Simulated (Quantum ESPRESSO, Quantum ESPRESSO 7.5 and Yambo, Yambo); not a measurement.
# OsClF (1T monolayer (Janus)): G0W0 with Yambo, start to end

Aim: the G0W0 gap of OsClF (1T monolayer (Janus)) on PBE with spin-orbit coupling, step by step.

Calculated with Quantum ESPRESSO 7.5 and Yambo 5.3.0; PBE and many-body steps on it, plane waves.

### Step 1. Starting point

The cell holds 3 atoms: 1 Os, 1 F and 1 Cl. Its edges and angles: a = 3.487 Å, b = 3.487 Å, c = 14.000 Å, α = 90.0°, β = 90.0°, γ = 120.0°. Vacuum lies along c.

The structure was relaxed with PBE. The runs that relaxed it are not among those shown.

### Step 2. Ground state

This step: Quantum ESPRESSO 7.5; DFT, PBE with spin-orbit coupling, plane waves, norm-conserving pseudopotentials.

The ground-state density comes first.

pw.in reads:

```
&control
  calculation = 'scf'
  prefix = 'x'
  outdir = 'o'
  pseudo_dir = 'pseudo'
/
&system
  ibrav = 0
  nat = 3
  ntyp = 3
  ecutwfc = 72.0
  nbnd = 40
  force_symmorphic = .true.
  noncolin = .true.
  lspinorb = .true.
/
&electrons
  conv_thr = 1e-10
  electron_maxstep = 80
  mixing_beta = 0.5
/
ATOMIC_SPECIES
  Os 190.23 Os.upf
  F 18.998 F.upf
  Cl 35.45 Cl.upf
CELL_PARAMETERS angstrom
  3.4865083883 -0.0000000001 0.0000000000
  -1.7432541941 3.0194048348 0.0000000000
  0.0000000000 0.0000000000 14.0000000000
ATOMIC_POSITIONS crystal
  Os 0.0000000000 0.0000000000 0.4997666318
  F 0.3333333333 0.6666666667 0.5757877442
  Cl 0.6666666667 0.3333333333 0.4244456239
K_POINTS automatic
  12 12 1 0 0 0
```

Command:

```
> OMP_NUM_THREADS=1 mpirun -n 4 pw.x -nk 4 -in pw.in > pw.out
```

The program printed:

```text
Program PWSCF v.7.5 starts

     This program is part of the open-source Quantum ESPRESSO suite
     for quantum simulation of materials; please cite
         "P. Giannozzi et al., J. Phys.:Condens. Matter 21 395502 (2009);
         "P. Giannozzi et al., J. Phys.:Condens. Matter 29 465901 (2017);
         "P. Giannozzi et al., J. Chem. Phys. 152 154105 (2020);
     in publications or presentations arising from this work. More details at
     Message from routine setup:
     using ibrav=0 with symmetry is DISCOURAGED, use correct ibrav instead

     G-vector sticks info

     bravais-lattice index     =            0
     lattice parameter (alat)  =       6.5885  a.u.
     unit-cell volume          =     994.5731 (a.u.)^3
     number of atoms/cell      =            3
     number of atomic types    =            3
     number of electrons       =        30.00
     number of Kohn-Sham states=           40
     kinetic-energy cutoff     =      72.0000  Ry
     charge density cutoff     =     288.0000  Ry
     scf convergence threshold =      1.0E-10
     mixing beta               =       0.5000
     number of iterations used =            8  plain     mixing
     Exchange-correlation= PBE
                           (   1   4   3   4   0   0   0)
     Non magnetic calculation with spin-orbit

     celldm(1)=   6.588546  celldm(2)=   0.000000  celldm(3)=   0.000000
     celldm(4)=   0.000000  celldm(5)=   0.000000  celldm(6)=   0.000000

     crystal axes: (cart. coord. in units of alat)
               a(1) = (   1.000000  -0.000000   0.000000 )
               a(2) = (  -0.500000   0.866025   0.000000 )
               a(3) = (   0.000000   0.000000   4.015479 )

     reciprocal axes: (cart. coord. in units 2 pi/alat)
               b(1) = (  1.000000  0.577350 -0.000000 )
               b(2) = (  0.000000  1.154701 -0.000000 )
               b(3) = ( -0.000000 -0.000000  0.249036 )
     Pseudo is Norm-conserving + core correction, Zval = 16.0
     Generated using ONCVPSP code by D. R. Hamann
     Using radial grid of 1344 points, 14 beta functions with:
     Pseudo is Norm-conserving + core correction, Zval =  7.0
     Generated using ONCVPSP code by D. R. Hamann
     Using radial grid of  832 points,  8 beta functions with:
     Pseudo is Norm-conserving + core correction, Zval =  7.0
     Generated using ONCVPSP code by D. R. Hamann
     Using radial grid of 1028 points, 10 beta functions with:
     Os               16.00   190.23000     Os( 1.00)
     F                 7.00    18.99800     F ( 1.00)
     Cl                7.00    35.45000     Cl( 1.00)

      6 Sym. Ops. (no inversion) found

   Cartesian axes

     site n.     atom                  positions (alat units)
         1        Os     tau(   1) = (   0.0000000   0.0000000   2.0068022  )
         2        F      tau(   2) = (  -0.0000000   0.5773503   2.3120634  )
         3        Cl     tau(   3) = (   0.5000000   0.2886751   1.7043523  )

     number of k points=    19
                       cart. coord. in units 2pi/alat
        k(    1) = (   0.0000000   0.0000000   0.0000000), wk =   0.0069444
        k(    2) = (   0.0000000   0.0962250   0.0000000), wk =   0.0416667
        k(    3) = (   0.0000000   0.1924501   0.0000000), wk =   0.0416667
        k(    4) = (   0.0000000   0.2886751   0.0000000), wk =   0.0416667
        k(    5) = (   0.0000000   0.3849002   0.0000000), wk =   0.0416667
        k(    6) = (   0.0000000   0.4811252   0.0000000), wk =   0.0416667
        k(    7) = (  -0.0000000  -0.5773503   0.0000000), wk =   0.0208333
        k(    8) = (   0.0833333   0.1443376   0.0000000), wk =   0.0416667
        k(    9) = (   0.0833333   0.2405626   0.0000000), wk =   0.0833333
        k(   10) = (   0.0833333   0.3367877   0.0000000), wk =   0.0833333
     [... 7 further rows ...]
        k(   18) = (   0.2500000   0.5292377   0.0000000), wk =   0.0833333
        k(   19) = (   0.3333333   0.5773503   0.0000000), wk =   0.0138889

     Dense  grid:    82061 G-vectors     FFT dimensions: (  36,  36, 144)

     Initial potential from superposition of free atoms

     starting charge      29.9998, renormalised to      30.0000
     Starting wfcs are   36 randomized atomic wfcs +    4 random wfcs

     per-process dynamical memory:   174.2 Mb

     Self-consistent Calculation

     iteration #  1     ecut=    72.00 Ry     beta= 0.50

     Threshold (ethr) on eigenvalues was too large:
     Diagonalizing with lowered threshold

     total energy              =    -284.62525286 Ry
     estimated scf accuracy    <       0.23454251 Ry

     iteration #  2     ecut=    72.00 Ry     beta= 0.50

     total energy              =    -284.65260364 Ry
     estimated scf accuracy    <       0.27770214 Ry

     iteration #  3     ecut=    72.00 Ry     beta= 0.50

     total energy              =    -284.70350028 Ry
     estimated scf accuracy    <       0.01463569 Ry

     iteration #  4     ecut=    72.00 Ry     beta= 0.50

     total energy              =    -284.70515259 Ry
     estimated scf accuracy    <       0.00161578 Ry

     iteration #  5     ecut=    72.00 Ry     beta= 0.50

     total energy              =    -284.70522010 Ry
     estimated scf accuracy    <       0.00004122 Ry

     iteration #  6     ecut=    72.00 Ry     beta= 0.50

     total energy              =    -284.70523297 Ry
     estimated scf accuracy    <       0.00000386 Ry

     iteration #  7     ecut=    72.00 Ry     beta= 0.50

     total energy              =    -284.70523354 Ry
     estimated scf accuracy    <       0.00000053 Ry

     iteration #  8     ecut=    72.00 Ry     beta= 0.50

     total energy              =    -284.70523368 Ry
     estimated scf accuracy    <       0.00000026 Ry

     iteration #  9     ecut=    72.00 Ry     beta= 0.50

     total energy              =    -284.70523371 Ry
     estimated scf accuracy    <       0.00000002 Ry

     iteration # 10     ecut=    72.00 Ry     beta= 0.50

     total energy              =    -284.70523371 Ry
     estimated scf accuracy    <          1.8E-09 Ry

     iteration # 11     ecut=    72.00 Ry     beta= 0.50

     End of self-consistent calculation

          k = 0.0000 0.0000 0.0000 ( 10169 PWs)   bands (ev):

   -85.1157 -85.1157 -53.5612 -53.5612 -41.5314 -41.5314 -41.3429 -41.3429
   -23.9144 -23.9144 -18.0946 -18.0946  -7.3445  -7.3445  -7.2781  -7.2781
    -7.2453  -7.2453  -4.8919  -4.8919  -4.7394  -4.7394  -4.6415  -4.6415
    -1.2549  -1.2549  -1.1387  -1.1387   0.2113   0.2113   2.5774   2.5774
     2.7893   2.7893   2.9557   2.9557   4.4639   4.4639   4.9541   4.9541

          k = 0.0000 0.0962 0.0000 ( 10221 PWs)   bands (ev):

   -85.1156 -85.1156 -53.5622 -53.5617 -41.5359 -41.5359 -41.3446 -41.3424
   -23.9108 -23.9005 -18.0878 -18.0517  -7.3563  -7.3437  -7.2522  -7.2451
    -7.1875  -7.1847  -5.0563  -5.0499  -4.8649  -4.8635  -4.5951  -4.5855
    -1.2422  -1.1992  -1.0690  -1.0506   0.1982   0.3116   2.3603   2.4136
     2.7207   2.7580   3.0482   3.1386   4.6731   4.6846   5.1314   5.1517

          k = 0.0000 0.1925 0.0000 ( 10229 PWs)   bands (ev):

   -85.1152 -85.1152 -53.5645 -53.5636 -41.5483 -41.5481 -41.3469 -41.3431
   -23.8916 -23.8736 -18.0301 -17.9669  -7.3982  -7.3674  -7.1274  -7.1231
    -7.0790  -7.0690  -5.4532  -5.4462  -5.0821  -5.0757  -4.5034  -4.4978
    -1.2009  -1.1549  -0.8866  -0.8253   0.1775   0.3900   1.9335   2.1123
     2.6105   2.6965   3.5479   3.6608   5.0269   5.0492   5.5970   5.6080

          k = 0.0000 0.2887 0.0000 ( 10251 PWs)   bands (ev):

     [... further k-points ...]

     highest occupied, lowest unoccupied level (ev):     0.3900    1.5002

!    total energy              =    -284.70523371 Ry
     estimated scf accuracy    <          4.5E-11 Ry

     The total energy is the sum of the following terms:
     one-electron contribution =    -897.46047461 Ry
     hartree contribution      =     450.88352376 Ry
     xc contribution           =     -61.44533273 Ry
     ewald contribution        =     223.31704987 Ry

     convergence has been achieved in  11 iterations

     XML data file, charge density, pseudopotentials, collected wavefunctions

=------------------------------------------------------------------------------=
   JOB DONE.
=------------------------------------------------------------------------------=
```

It took 73 s on 4 MPI ranks of Arm Neoverse V2, shared host; peak memory 1.1 GiB; 4.8 min of CPU time.

This step gave:

```yaml
total_energy: -3873.6120 eV
gap: 1.110 eV
k_of_the_valence_top: 0, 0.1667, 0
k_of_the_conduction_bottom: 0.1667, 0.25, 0
least_direct_gap: 1.286 eV
```

The gap is indirect, with the least direct gap 0.18 eV higher.

### Step 3. Bands along the symmetry lines

Levels along a band path, at the cheap level, show where the edges lie and whether the meshes to come will hold them.

pw.in reads:

```
&control
  calculation = 'bands'
  prefix = 'x'
  outdir = 'o'
  pseudo_dir = 'pseudo'
/
&system
  ibrav = 0
  nat = 3
  ntyp = 3
  ecutwfc = 72.0
  nbnd = 42
  force_symmorphic = .true.
  noncolin = .true.
  lspinorb = .true.
/
&electrons
  conv_thr = 1e-9
  electron_maxstep = 80
  diago_full_acc = .true.
  diago_thr_init = 5e-6
/
ATOMIC_SPECIES
  Os 190.23 Os.upf
  F 18.998 F.upf
  Cl 35.45 Cl.upf
CELL_PARAMETERS angstrom
  3.4865083883 -0.0000000001 0.0000000000
  -1.7432541941 3.0194048348 0.0000000000
  0.0000000000 0.0000000000 14.0000000000
ATOMIC_POSITIONS crystal
  Os 0.0000000000 0.0000000000 0.4997666318
  F 0.3333333333 0.6666666667 0.5757877442
  Cl 0.6666666667 0.3333333333 0.4244456239
K_POINTS crystal
  25
  0.00000000 0.00000000 0.00000000 1
  0.06250000 0.00000000 0.00000000 1
  0.12500000 0.00000000 0.00000000 1
  0.18750000 0.00000000 0.00000000 1
  0.25000000 0.00000000 0.00000000 1
  0.31250000 0.00000000 0.00000000 1
  0.37500000 0.00000000 0.00000000 1
  0.43750000 0.00000000 0.00000000 1
  0.50000000 0.00000000 0.00000000 1
  0.47916667 0.04166667 0.00000000 1
  0.45833333 0.08333333 0.00000000 1
  0.43750000 0.12500000 0.00000000 1
  0.41666666 0.16666666 0.00000000 1
  0.39583333 0.20833333 0.00000000 1
  0.37500000 0.25000000 0.00000000 1
  0.35416666 0.29166666 0.00000000 1
  0.33333333 0.33333333 0.00000000 1
  0.29166666 0.29166666 0.00000000 1
  0.25000000 0.25000000 0.00000000 1
  0.20833333 0.20833333 0.00000000 1
  0.16666666 0.16666666 0.00000000 1
  0.12500000 0.12500000 0.00000000 1
  0.08333333 0.08333333 0.00000000 1
  0.04166667 0.04166667 0.00000000 1
  0.00000000 0.00000000 0.00000000 1
```

The program printed:

```text
[banner, memory and clock lines left out]
Program PWSCF v.7.5 starts

     Atomic positions and unit cell read from directory:
     o/x.save/

     Message from routine setup:
     using ibrav=0 with symmetry is DISCOURAGED, use correct ibrav instead

     G-vector sticks info

     bravais-lattice index     =            0
     lattice parameter (alat)  =       6.5885  a.u.
     unit-cell volume          =     994.5731 (a.u.)^3
     number of atoms/cell      =            3
     number of atomic types    =            3
     number of electrons       =        30.00
     number of Kohn-Sham states=           42
     kinetic-energy cutoff     =      72.0000  Ry
     charge density cutoff     =     288.0000  Ry
     Exchange-correlation= PBE
                           (   1   4   3   4   0   0   0)
     Non magnetic calculation with spin-orbit

     celldm(1)=   6.588546  celldm(2)=   0.000000  celldm(3)=   0.000000
     celldm(4)=   0.000000  celldm(5)=   0.000000  celldm(6)=   0.000000

     crystal axes: (cart. coord. in units of alat)
               a(1) = (   1.000000  -0.000000   0.000000 )
               a(2) = (  -0.500000   0.866025   0.000000 )
               a(3) = (   0.000000   0.000000   4.015479 )

     reciprocal axes: (cart. coord. in units 2 pi/alat)
               b(1) = (  1.000000  0.577350 -0.000000 )
               b(2) = (  0.000000  1.154701 -0.000000 )
               b(3) = ( -0.000000 -0.000000  0.249036 )
     Pseudo is Norm-conserving + core correction, Zval = 16.0
     Generated using ONCVPSP code by D. R. Hamann
     Using radial grid of 1344 points, 14 beta functions with:
     Pseudo is Norm-conserving + core correction, Zval =  7.0
     Generated using ONCVPSP code by D. R. Hamann
     Using radial grid of  832 points,  8 beta functions with:
     Pseudo is Norm-conserving + core correction, Zval =  7.0
     Generated using ONCVPSP code by D. R. Hamann
     Using radial grid of 1028 points, 10 beta functions with:
     Os               16.00   190.23000     Os( 1.00)
     F                 7.00    18.99800     F ( 1.00)
     Cl                7.00    35.45000     Cl( 1.00)

      6 Sym. Ops. (no inversion) found

   Cartesian axes

     site n.     atom                  positions (alat units)
         1        Os     tau(   1) = (   0.0000000   0.0000000   2.0068022  )
         2        F      tau(   2) = (  -0.0000000   0.5773503   2.3120634  )
         3        Cl     tau(   3) = (   0.5000000   0.2886751   1.7043523  )

     number of k points=    25
                       cart. coord. in units 2pi/alat
        k(    1) = (   0.0000000   0.0000000   0.0000000), wk =   0.0400000
        k(    2) = (   0.0625000   0.0360844   0.0000000), wk =   0.0400000
        k(    3) = (   0.1250000   0.0721688   0.0000000), wk =   0.0400000
[...]
[... 13 further rows ...]
        k(   24) = (   0.0416667   0.0721688   0.0000000), wk =   0.0400000
        k(   25) = (   0.0000000   0.0000000   0.0000000), wk =   0.0400000

     Dense  grid:    82061 G-vectors     FFT dimensions: (  36,  36, 144)

     The potential is recalculated from file :
     o/x.save/charge-density

     Starting wfcs are   36 randomized atomic wfcs +    6 random wfcs

     Band Structure Calculation

     End of band structure calculation

          k = 0.0000 0.0000 0.0000 ( 10169 PWs)   bands (ev):

   -85.1157 -85.1157 -53.5612 -53.5612 -41.5314 -41.5314 -41.3429 -41.3429
   -23.9144 -23.9144 -18.0946 -18.0946  -7.3445  -7.3445  -7.2781  -7.2781
    -7.2453  -7.2453  -4.8919  -4.8919  -4.7394  -4.7394  -4.6415  -4.6415
[...]
5.6719   5.6719

          k = 0.0625 0.0361 0.0000 ( 10227 PWs)   bands (ev):

[...]
5.7854   5.7947

          k = 0.1250 0.0722 0.0000 ( 10221 PWs)   bands (ev):

[...]
6.1450   6.1571

[...]
k = 0.0417 0.0722 0.0000 ( 10223 PWs)   bands (ev):

[...]
5.8248   5.8355

          k = 0.0000 0.0000 0.0000 ( 10169 PWs)   bands (ev):

[...]
-1.2549  -1.2549  -1.1387  -1.1387   0.2113   0.2113   2.5774   2.5774
     2.7893   2.7893   2.9556   2.9556   4.4638   4.4638   4.9541   4.9541
     5.6719   5.6720

     XML data file, pseudopotentials, collected wavefunctions
```

It took 33 s on 4 MPI ranks; peak memory 0.69 GiB.

This step gave:

```yaml
gap: 1.109 eV
k_of_the_valence_top: 0.1875, 0, 0
k_of_the_conduction_bottom: 0.2083, 0.2083, 0
least_direct_gap: 1.286 eV
```

The gap is 1.109 eV, −0.001 eV from the run before at this level.

Electronic bands along the path, in eV, zero at the top of the highest filled band:

```csv
point,band 27,band 28,band 29,band 30,band 31,band 32,band 33,band 34
Γ,-1.52,-1.52,-0.17,-0.17,2.19,2.19,2.40,2.40
halfway,-1.05,-1.01,-0.31,-0.07,1.28,1.56,2.14,2.26
M,-0.86,-0.86,-0.35,-0.35,1.28,1.28,2.14,2.14
halfway,-1.10,-0.69,-0.48,-0.32,1.12,1.51,2.00,2.26
K,-1.17,-0.57,-0.54,-0.32,1.25,1.48,2.11,2.30
halfway,-1.12,-0.97,-0.38,-0.12,1.16,1.56,1.83,2.20
Γ,-1.52,-1.52,-0.17,-0.17,2.19,2.19,2.40,2.40
```

(Part 1 of 3 ends here.)

[Paths, hosts, dates, memory and timing lines, banners, echoed tables and standing remarks are left out of the program output.]

[Logs are printed without paths, hosts, clocks, repeated set-up lines and the standing remarks that a program may print on its own settings, such as how far it seeks lower states.]

[Runs of the session that timed out or met a known fault of the program may be left out.]

[Hosts, paths, dates, database ids (printed as entryN), source tags and the programs' standing remarks are cut or masked in the printed files.]
